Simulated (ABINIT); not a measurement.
# Quasiparticle gap of SrTiO3 (I4/mcm) in ABINIT

Aim: the G0W0 gap of SrTiO3 (I4/mcm) on PBE, step by step.

Main program and level: ABINIT 10.8.3; PBE and many-body steps on it, plane waves.

**1. Set-up**

Symmetry: I4/mcm, No. 140, tetragonal system. Conventional cell: a = 5.511 Å, b = 5.511 Å, c = 7.796 Å, α = 90.00°, β = 90.00°, γ = 90.00°. Nearest to Sr lie 12 O at 2.73 to 2.78 Å. Nearest to Ti lie 6 O at 1.95 Å. Nearest to O lie 2 Ti at 1.95 Å and 4 Sr at 2.76 Å. O has 2 Ti at 1.95 Å and 4 Sr at 2.73 to 2.78 Å nearest. Farther neighbours and most contacts between anions are not listed.

The cell and positions come from the Crystallography Open Database and are kept as given unless a step says otherwise.

**2. Ground state**

This step: ABINIT 10.8.3; DFT, PBE, plane waves, norm-conserving pseudopotentials.

The ground-state density comes first.

The input, run.abi:

```
acell 3*1.0 Angstrom
rprim 
  -2.755500000000 2.755500000000 3.898000000000
  2.755500000000 -2.755500000000 3.898000000000
  2.755500000000 2.755500000000 -3.898000000000
ntypat 3
znucl 38 22 8
natom 10
typat 1 1 2 2 3 3 3 3 3 3
xred 
  0.750000000000 0.250000000000 0.500000000000
  0.250000000000 0.750000000000 0.500000000000
  0.000000000000 0.000000000000 0.000000000000
  0.500000000000 0.500000000000 0.000000000000
  0.250000000000 0.250000000000 0.000000000000
  0.750000000000 0.750000000000 0.000000000000
  0.745100000000 0.245100000000 0.990200000000
  0.245100000000 0.254900000000 0.500000000000
  0.254900000000 0.754900000000 0.009800000000
  0.754900000000 0.745100000000 0.500000000000
pp_dirpath "pseudos"
pseudos "Sr.upf, Ti.upf, O.upf"
ecut 38
ngkpt 6 6 6
nshiftk 1
shiftk 0 0 0
kptopt 1
chksymbreak 0
nband 49
occopt 1
tolvrs 1e-10
nstep 60
prtwf 0
optforces 0
optstress 0
indata_prefix "in"
outdata_prefix "out"
tmpdata_prefix "tmp"
```

The run is started by

```console
OMP_NUM_THREADS=1 mpirun -n 16 abinit run.abi > log
```

Numbers of over 12 decimals in the logs are rounded to 6 here.

The program printed:

```text
.Version 10.8.3 of ABINIT. v10.8.2 released Aug 2026.

 Symmetries : space group I4/m c m (#140); Bravais tI (body-center tetrag.)
================================================================================
 Values of the parameters that define the memory need of the present run
     intxc =       0    ionmov =       0      iscf =       7    lmnmax =       6
     lnmax =       6     mgfft =      60  mpssoang =       3    mqgrid =    3001
     natom =      10  nloc_mem =       1    nspden =       1   nspinor =       1
    nsppol =       1      nsym =      16    n1xccc =    2501    ntypat =       3
    occopt =       1   xclevel =       2
-    mband =          49        mffmem =           1         mkmem =           2
       mpw =        8977          nfft =      216000          nkpt =          30
================================================================================
  Rough estimation (10% accuracy) of disk space for files :
================================================================================

--------------------------------------------------------------------------------
------------- Echo of variables that govern the present computation ------------
--------------------------------------------------------------------------------
 -outvars: echo values of preprocessed input variables --------
            acell      1.8897261259E+00  1.8897261259E+00  1.8897261259E+00 Bohr

      chksymbreak           0
             ecut      3.80000000E+01 Hartree
-          fftalg         312

              ixc     -101130
              kpt      0.00000000E+00  0.00000000E+00  0.00000000E+00
                       1.66666667E-01  0.00000000E+00  0.00000000E+00
                       3.33333333E-01  0.00000000E+00  0.00000000E+00
                       5.00000000E-01  0.00000000E+00  0.00000000E+00
                       1.66666667E-01  1.66666667E-01  0.00000000E+00
                       3.33333333E-01  1.66666667E-01  0.00000000E+00
                       5.00000000E-01  1.66666667E-01  0.00000000E+00
                      -3.33333333E-01  1.66666667E-01  0.00000000E+00
                      -1.66666667E-01  1.66666667E-01  0.00000000E+00
   [... 19 further rows ...]
                      -3.33333333E-01 -3.33333333E-01  3.33333333E-01
                       5.00000000E-01  5.00000000E-01  5.00000000E-01
         kptrlatt        6    0    0      0    6    0      0    0    6
          kptrlen      6.24856841E+01
P           mkmem           2
            natom          10
            nband          49
            ngfft          60      60      60
             nkpt          30
            nstep          60
             nsym          16
           ntypat           3
              occ      2.000000  2.000000  2.000000  2.000000  2.000000  2.000000
                       2.000000  2.000000  2.000000  2.000000  2.000000  2.000000
                       2.000000  2.000000  2.000000  2.000000  2.000000  2.000000
                       2.000000  2.000000  2.000000  2.000000  2.000000  2.000000
                       2.000000  2.000000  2.000000  2.000000  2.000000  2.000000
                       2.000000  2.000000  2.000000  2.000000  2.000000  2.000000
                       2.000000  2.000000  2.000000  2.000000  0.000000  0.000000
                       0.000000  0.000000  0.000000  0.000000  0.000000  0.000000
                       0.000000
        optforces           0
        optstress           0
            prtwf           0
            rprim     -2.7555000000E+00  2.7555000000E+00  3.8980000000E+00
[...]
spgroup         140

           tolvrs      1.00000000E-10

             xred      7.5000000000E-01  2.5000000000E-01  5.0000000000E-01
[...]
znucl       38.00000   22.00000    8.00000

================================================================================

 chkinp: Checking input parameters for consistency.

================================================================================
== DATASET  1 ==================================================================
-   mpi_nproc: 16, omp_nthreads: 1 (-1 if OMP is not activated)

--- !DatasetInfo
iteration_state: {dtset: 1, }
dimensions: {natom: 10, nkpt: 30, mband: 49, nsppol: 1, nspinor: 1, nspden: 1, mpw: 8977, }
cutoff_energies: {ecut:  38.0, pawecutdg:  -1.0, }
electrons: {nelect:   8.00000000E+01, charge:   0.00000000E+00, occopt:   1.00000000E+00, tsmear:   1.00000000E-02, }

 Real(R)+Recip(G) space primitive vectors, cartesian coordinates (Bohr,Bohr^-1):
 R(1)= -5.2071403  5.2071403  7.3661524  G(1)=  0.0000000  0.0960220  0.0678780
 R(2)=  5.2071403 -5.2071403  7.3661524  G(2)=  0.0960220  0.0000000  0.0678780
 R(3)=  5.2071403  5.2071403 -7.3661524  G(3)=  0.0960220  0.0960220  0.0000000
 Unit cell volume ucvol=  7.9891258E+02 bohr^3
 Angles (23,13,12)=  1.20009630E+02  1.20009630E+02  8.99833214E+01 degrees

 getcut: wavevector=  0.0000  0.0000  0.0000  ngfft=  60  60  60
         ecut(hartree)=     38.000   => boxcut(ratio)=   2.07588

--- Pseudopotential description ------------------------------------------------
- Sr Generated using ONCVPSP code by D. R. Hamann
- 38.00000  10.00000  171031                  znucl, zion, pspdat
12 -101130 2 -1 1834                          pspcod,pspxc,lmax,lloc,mmax
     nproj     2     2     2
[...]
7.37757752E+03                                ecore*ucvol(ha*bohr**3)
--------------------------------------------------------------------------------

_setup2: Arith. and geom. avg. npw (full set) are    8940.051    8940.038

================================================================================

--- !BeginCycle
iteration_state: {dtset: 1, }
solver: {iscf: 7, nstep: 60, nline: 4, wfoptalg: 0, }
tolerances: {tolvrs: 1.00E-10, }

     iter   Etot(hartree)      deltaE(h)  residm     vres2
 ETOT  1  -285.90325348143    -2.859E+02 1.297E-01 4.425E+03
 ETOT  2  -271.37975170704     1.452E+01 1.405E-01 6.768E+04
 ETOT  3  -286.94207438166    -1.556E+01 3.382E-02 9.696E+02
 ETOT  4  -286.97839743414    -3.632E-02 9.557E-03 5.948E+02
 ETOT  5  -287.05341203928    -7.501E-02 1.428E-02 1.635E+02
 ETOT  6  -287.07453129773    -2.112E-02 8.943E-03 3.795E+01
 ETOT  7  -287.07934359643    -4.812E-03 8.251E-03 9.723E+00
 ETOT  8  -287.08060255173    -1.259E-03 4.318E-03 2.350E+00
 ETOT  9  -287.08100191875    -3.994E-04 6.027E-03 9.541E-02
 ETOT 10  -287.08101889287    -1.697E-05 2.654E-03 1.861E-03
 ETOT 11  -287.08101918415    -2.913E-07 4.109E-03 1.261E-04
 ETOT 12  -287.08101920937    -2.522E-08 9.427E-03 1.663E-05
 ETOT 13  -287.08101921252    -3.150E-09 2.681E-03 1.390E-07
 ETOT 14  -287.08101921254    -2.370E-11 1.657E-03 3.972E-09
 ETOT 15  -287.08101921255    -1.160E-11 2.094E-03 2.349E-09
 ETOT 16  -287.08101921254     1.387E-11 1.716E-03 2.232E-11

 At SCF step   16       vres2   =  2.23E-11 < tolvrs=  1.00E-10 =>converged.

--- !ResultsGS
iteration_state: {dtset: 1, }
comment   : Summary of ground state results
lattice_vectors:
- [ -5.2071403,   5.2071403,   7.3661524, ]
- [  5.2071403,  -5.2071403,   7.3661524, ]
- [  5.2071403,   5.2071403,  -7.3661524, ]
lattice_lengths: [  10.41580,   10.41580,   10.41580, ]
lattice_angles: [120.010, 120.010,  89.983, ] # degrees, (23, 13, 12)
lattice_volume:   7.9891258E+02
convergence: {deltae:  1.387E-11, res2:  2.232E-11, residm:  1.716E-03, diffor:  0.000E+00, }
etotal    :  -2.87081019E+02
entropy   :   0.00000000E+00
fermie    :   2.56805422E-01
cartesian_stress_tensor: null
pressure_GPa: null
xred      :
- [  7.5000E-01,   2.5000E-01,   5.0000E-01, Sr]
- [  2.5000E-01,   7.5000E-01,   5.0000E-01, Sr]
- [  0.0000E+00,   0.0000E+00,   0.0000E+00, Ti]
- [  5.0000E-01,   5.0000E-01,  -9.8854E-18, Ti]
- [  2.5000E-01,   2.5000E-01,  -4.9427E-18,  O]
- [  7.5000E-01,   7.5000E-01,  -1.4828E-17,  O]
- [  7.4510E-01,   2.4510E-01,   9.9020E-01,  O]
- [  2.4510E-01,   2.5490E-01,   5.0000E-01,  O]
- [  2.5490E-01,   7.5490E-01,   9.8000E-03,  O]
- [  7.5490E-01,   7.4510E-01,   5.0000E-01,  O]
cartesian_forces: null
force_length_stats: {min: null, max: null, mean: null, }

 Integrated electronic density in atomic spheres:
 ------------------------------------------------
 Atom  Sphere_radius  Integrated_density
[...]
================================================================================

 ----iterations are completed or convergence reached----

 Mean square residual over all n,k,spin=   10.928E-06; max=  17.158E-04
 reduced coordinates (array xred) for   10 atoms
[...]
0.750000000000      0.750000000000     -0.000000000000
       0.745100000000      0.245100000000      0.990200000000
       0.245100000000      0.254900000000      0.500000000000
       0.254900000000      0.754900000000      0.009800000000
       0.754900000000      0.745100000000      0.500000000000
 rms dE/dt=  0.0000E+00; max dE/dt=  0.0000E+00; dE/dt below (all hartree)
    1       0.000000000000      0.000000000000      0.000000000000
    2       0.000000000000      0.000000000000      0.000000000000
    3       0.000000000000      0.000000000000      0.000000000000
    4       0.000000000000      0.000000000000      0.000000000000
    5       0.000000000000      0.000000000000      0.000000000000
    6       0.000000000000      0.000000000000      0.000000000000
    7       0.000000000000      0.000000000000      0.000000000000
    8       0.000000000000      0.000000000000      0.000000000000
    9       0.000000000000      0.000000000000      0.000000000000
   10       0.000000000000      0.000000000000      0.000000000000

 cartesian coordinates (angstrom) at end:
[...]
6      0.000000    -0.000000     5.847000
    7      1.350746     4.106246     0.000000
    8      1.404754     1.350746     0.000000
    9      1.404754    -1.350746     3.898000
   10      1.350746     1.404754     3.898000
 length scales=  1.889726125908  1.889726125908  1.889726125908 bohr
              =  1.000000000000  1.000000000000  1.000000000000 angstroms
 prteigrs : about to open file out_EIG
 Fermi (or HOMO) energy (hartree) =   0.25681   Average Vxc (hartree)=  -0.42160
 Eigenvalues (hartree) for nkpt=  30  k points:
 kpt#   1, nband= 49, wtk=  0.00463, kpt=  0.0000  0.0000  0.0000 (reduced coord)
  -1.81473   -1.81456   -0.94545   -0.94545   -0.94545   -0.94457   -0.94300   -0.94299
  -0.94299   -0.94226   -0.38175   -0.34575   -0.34551   -0.33182   -0.33182   -0.33176
  -0.29277   -0.29277   -0.29244   -0.28276   -0.28269   -0.28269    0.08666    0.10327
   0.10332    0.11995    0.12000    0.12000    0.15348    0.15352    0.15352    0.21365
   0.21373    0.21373    0.24398    0.24399    0.24399    0.25659    0.25681    0.25681
   0.32754    0.32754    0.32757    0.41875    0.41981    0.42433    0.42434    0.42540
   0.45800
 prteigrs : prtvol=0 or 1, do not print more k-points.

--- !EnergyTerms
iteration_state     : {dtset: 1, }
comment             : Components of total free energy in Hartree
kinetic             :  1.30980239778803E+02
hartree             :  6.02197850257882E+01
xc                  : -5.95655206460736E+01
Ewald energy        : -2.12942610956815E+02
psp_core            :  9.23452417509253E+00
local_psp           : -2.11539864014704E+02
non_local_psp       : -3.46757257462776E+00
total_energy        : -2.87081019212537E+02
total_energy_eV     : -7.81187249768223E+03
band_energy         : -2.38503161379354E+01

== END DATASET(S) ==============================================================
================================================================================

 -outvars: echo values of variables after computation  --------
           etotal     -2.8708101921E+02
            nband          49
             nkpt          30
          spgroup         140
 [... the other variables as echoed above ...]

 Calculation completed.
```

The job ended after 2.2 min (16 MPI ranks of Arm Neoverse N1, shared host; peak memory 1.9 GiB; 35 min of CPU time).

This step gave:

| Item | Value |
| --- | --- |
| total energy | -7811.8725 eV |
| gap | 1.925 eV |
| k of the valence top | 0, 0, 0 |
| k of the conduction bottom | 0, 0, 0 |
| least direct gap | 1.925 eV |

The gap is direct, at Γ.

**3. Empty states on the mesh, 4×4×4 mesh, 431 bands**

The sums over transitions need many empty states on a uniform mesh; this step solves for them.

Changes to run.abi since step 2:

```diff
@@ -23,3 +23,3 @@
 ecut 38
-ngkpt 6 6 6
+ngkpt 4 4 4
 nshiftk 1
@@ -28,9 +28,10 @@
 chksymbreak 0
-nband 49
-occopt 1
-tolvrs 1e-10
+iscf -2
+irdden 1
+istwfk *1
+nband 431
+nbdbuf 38
+tolwfr 1e-09
 nstep 60
-prtwf 0
-optforces 0
-optstress 0
+prtvol 0
 indata_prefix "in"
```

The program printed:

```text
.Version 10.8.3 of ABINIT. v10.8.2 released Aug 2026.

 Symmetries : space group I4/m c m (#140); Bravais tI (body-center tetrag.)
[... echo of the input left out ...]
== DATASET  1 ==================================================================
-   mpi_nproc: 16, omp_nthreads: 1 (-1 if OMP is not activated)
-    --> not optimal distribution: autoparal keyword recommended in input file <--

--- !DatasetInfo
iteration_state: {dtset: 1, }
dimensions: {natom: 10, nkpt: 13, mband: 431, nsppol: 1, nspinor: 1, nspden: 1, mpw: 8964, }
cutoff_energies: {ecut:  38.0, pawecutdg:  -1.0, }
electrons: {nelect:   8.00000000E+01, charge:   0.00000000E+00, occopt:   1.00000000E+00, tsmear:   1.00000000E-02, }

 Real(R)+Recip(G) space primitive vectors, cartesian coordinates (Bohr,Bohr^-1):
 R(1)= -5.2071403  5.2071403  7.3661524  G(1)=  0.0000000  0.0960220  0.0678780
 R(2)=  5.2071403 -5.2071403  7.3661524  G(2)=  0.0960220  0.0000000  0.0678780
 R(3)=  5.2071403  5.2071403 -7.3661524  G(3)=  0.0960220  0.0960220  0.0000000
 Unit cell volume ucvol=  7.9891258E+02 bohr^3
 Angles (23,13,12)=  1.20009630E+02  1.20009630E+02  8.99833214E+01 degrees

 getcut: wavevector=  0.0000  0.0000  0.0000  ngfft=  60  60  60
         ecut(hartree)=     38.000   => boxcut(ratio)=   2.07588

--- Pseudopotential description ------------------------------------------------
- Sr Generated using ONCVPSP code by D. R. Hamann
- 38.00000  10.00000  171031                  znucl, zion, pspdat
12 -101130 2 -1 1834                          pspcod,pspxc,lmax,lloc,mmax
     nproj     2     2     2
  pspatm : epsatm=   12.84204793
         --- l  ekb(1:nproj) -->
             0    9.951127    1.027824
             1    7.382610    1.665143
             2    4.168853    0.950057
 pspatm: atomic psp has been read  and splines computed

- Ti Generated using ONCVPSP code by D. R. Hamann
- 22.00000  12.00000  171031                  znucl, zion, pspdat
12 -101130 2 -1 1586                          pspcod,pspxc,lmax,lloc,mmax
     nproj     2     2     2
  pspatm : epsatm=   14.68144553
         --- l  ekb(1:nproj) -->
[...]
pspatm: atomic psp has been read  and splines computed

- O Generated using ONCVPSP code by D. R. Hamann
-  8.00000   6.00000  171031                  znucl, zion, pspdat
12 -101130 2 -1 936                           pspcod,pspxc,lmax,lloc,mmax
     nproj     2     2     1
  pspatm : epsatm=    6.19545534
         --- l  ekb(1:nproj) -->
[...]
2   -1.331955
 pspatm: atomic psp has been read  and splines computed

--------------------------------------------------------------------------------

================================================================================
 prteigrs : about to open file out_EIG
 Non-SCF case, kpt    1 (  0.00000  0.00000  0.00000), residuals and eigenvalues=
[...]
-9.4300E-01 -9.4299E-01 -9.4299E-01 -9.4226E-01 -3.8175E-01 -3.4575E-01
 -3.4551E-01 -3.3182E-01 -3.3182E-01 -3.3176E-01 -2.9277E-01 -2.9277E-01
[...]
4.4446E+00  4.4459E+00  4.4459E+00  4.4560E+00  4.4730E+00  4.4738E+00
  4.4738E+00  4.5084E+00  4.5090E+00  4.5128E+00  4.5201E+00  4.5701E+00
  4.5705E+00  4.5723E+00  4.5771E+00  4.5918E+00  4.6211E+00
 prteigrs : prtvol=0 or 1, do not print more k-points.

--- !ResultsGS
iteration_state: {dtset: 1, }
comment   : Summary of ground state results
lattice_vectors:
- [ -5.2071403,   5.2071403,   7.3661524, ]
- [  5.2071403,  -5.2071403,   7.3661524, ]
- [  5.2071403,   5.2071403,  -7.3661524, ]
lattice_lengths: [  10.41580,   10.41580,   10.41580, ]
lattice_angles: [120.010, 120.010,  89.983, ] # degrees, (23, 13, 12)
lattice_volume:   7.9891258E+02
convergence: {deltae:  0.000E+00, res2:  0.000E+00, residm:  9.979E-10, diffor:  0.000E+00, }
etotal    :  -2.87081019E+02
entropy   :   0.00000000E+00
fermie    :   2.56805422E-01
cartesian_stress_tensor: null
pressure_GPa: null
xred      :
- [  7.5000E-01,   2.5000E-01,   5.0000E-01, Sr]
- [  2.5000E-01,   7.5000E-01,   5.0000E-01, Sr]
- [  0.0000E+00,   0.0000E+00,   0.0000E+00, Ti]
- [  5.0000E-01,   5.0000E-01,  -9.8854E-18, Ti]
- [  2.5000E-01,   2.5000E-01,  -4.9427E-18,  O]
- [  7.5000E-01,   7.5000E-01,  -1.4828E-17,  O]
- [  7.4510E-01,   2.4510E-01,   9.9020E-01,  O]
- [  2.4510E-01,   2.5490E-01,   5.0000E-01,  O]
- [  2.5490E-01,   7.5490E-01,   9.8000E-03,  O]
- [  7.5490E-01,   7.4510E-01,   5.0000E-01,  O]
cartesian_forces: null
force_length_stats: {min: null, max: null, mean: null, }

 Integrated electronic density in atomic spheres:
 ------------------------------------------------
 Atom  Sphere_radius  Integrated_density
[...]
================================================================================

 ----iterations are completed or convergence reached----

 Mean square residual over all n,k,spin=   42.805E-11; max=  99.793E-11
 reduced coordinates (array xred) for   10 atoms
[...]
0.254900000000      0.754900000000      0.009800000000
       0.754900000000      0.745100000000      0.500000000000

 cartesian coordinates (angstrom) at end:
    1     -0.000000     2.755500     1.949000
    2      2.755500     0.000000     1.949000
    3      0.000000     0.000000     0.000000
[...]
9      1.404754    -1.350746     3.898000
   10      1.350746     1.404754     3.898000
 length scales=  1.889726125908  1.889726125908  1.889726125908 bohr
              =  1.000000000000  1.000000000000  1.000000000000 angstroms
 prteigrs : about to open file out_EIG
 Eigenvalues (hartree) for nkpt=  13  k points:
 kpt#   1, nband=431, wtk=  0.01563, kpt=  0.0000  0.0000  0.0000 (reduced coord)
[...]
4.43709    4.43755    4.43755    4.44308    4.44308    4.44309    4.44464    4.44591
   4.44591    4.45598    4.47301    4.47379    4.47379    4.50838    4.50902    4.51275
   4.52007    4.57012    4.57050    4.57234    4.57708    4.59182    4.62107
 prteigrs : prtvol=0 or 1, do not print more k-points.

== END DATASET(S) ==============================================================
================================================================================

 -outvars: echo values of variables after computation  --------
            nband         431
             nkpt          13
          spgroup         140
 [... the other variables as echoed above ...]

 Calculation completed.
```

Wall time 11 min (16 MPI ranks); peak memory 2.2 GiB; 2.9 h of CPU time.

Numbers from this step:

| Property | Result |
| --- | --- |
| gap | 1.925 eV |
| k of the valence top | 0, 0, 0 |
| k of the conduction bottom | 0, 0, 0 |
| least direct gap | 1.925 eV |
| k points computed | 13 |
| lowest point of the top converged band, above the valence top | 108.6812 eV |

On this mesh the gap is 1.925 eV.

(Continued in part 2 of 2.)

[Paths, hosts, dates, memory and timing lines, banners, echoed tables and standing remarks are left out of the program output.]

[Logs are printed without paths, hosts, clocks, repeated set-up lines and the standing remarks that a program may print on its own settings, such as how far it seeks lower states.]

[Runs of the session that timed out or met a known fault of the program may be left out.]

[Hosts, paths, dates, database ids (printed as entryN), source tags and the programs' standing remarks are cut or masked in the printed files.]

[G0W0 gaps are taken among the corrected bands and points alone; a level outside them can change the order at an edge.]

[Where Ansatz stands beside ABINIT at settings called matched, ABINIT's density can come from a denser mesh and the files from another edition; pairs whose starting gaps differed by over 0.03 eV were left out, so agreement reads better than it is.]
